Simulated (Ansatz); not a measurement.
An input for Ansatz 0.2.0 (Diamond (Fd-3m, 2 atoms a cell)):

```yaml
crystal:
  lattice:
    - [0.0, 1.78337, 1.78337]
    - [1.78337, 0.0, 1.78337]
    - [1.78337, 1.78337, 0.0]
  atoms:
    - { symbol: C, position: [0.0, 0.0, 0.0] }
    - { symbol: C, position: [0.25, 0.25, 0.25] }
kpoints:
  mp_grid: { grid: [10, 10, 10] }
hamiltonian:
  xc: { exchange: pbe, correlation: pbe, exx: { coeff: 0.75 } }
  pseudopotentials: { kind: paw, azcp: { folder: soft_1 } }
scf:
  occupations: { method: fixed }
gw:
  n_empty_bands: 47
  ecut_chi: 150.0
  qp_bands: [v2, c2]
  qp_kpoints: band_edges
  screening: { model: contour_deformation }
```

```sh
ansatz run input.yaml --threads 3 --pin off --max-ram 92160MiB --backend cuda --events-out ev --progress --plain --runs-dir out --devices 1 --max-vram 13GiB
```

**Question.** Estimate wall time and host memory on 1 × NVIDIA H100 80GB HBM3 (shared by 6 runs) with 3 threads of AMD EPYC 7R13 (Zen 3), shared host.

It took 50 s; on shared hardware allow 25 s to 1.7 min. Peak host memory was 1.2 GiB. The sizes that set the cost: 229 plane waves a state, 47 irreducible k points, 51 bands summed, 59 plane waves in the screening and 13 SCF cycles.

The screening grows as filled bands × empty bands × pairs of k points, times the square of the screening basis for the matrix.

[Paths, hosts, dates, memory and timing lines, banners, echoed tables and standing remarks are left out of the program output.]

[Logs are printed without paths, hosts, clocks, repeated set-up lines and the standing remarks that a program may print on its own settings, such as how far it seeks lower states.]

[Runs of the session that timed out or met a known fault of the program may be left out.]

[Cells called generated may have been cut or substituted from an entry of the Crystallography Open Database or the Materials Project.]

[Hosts, paths, dates, database ids (printed as entryN), source tags and the programs' standing remarks are cut or masked in the printed files.]
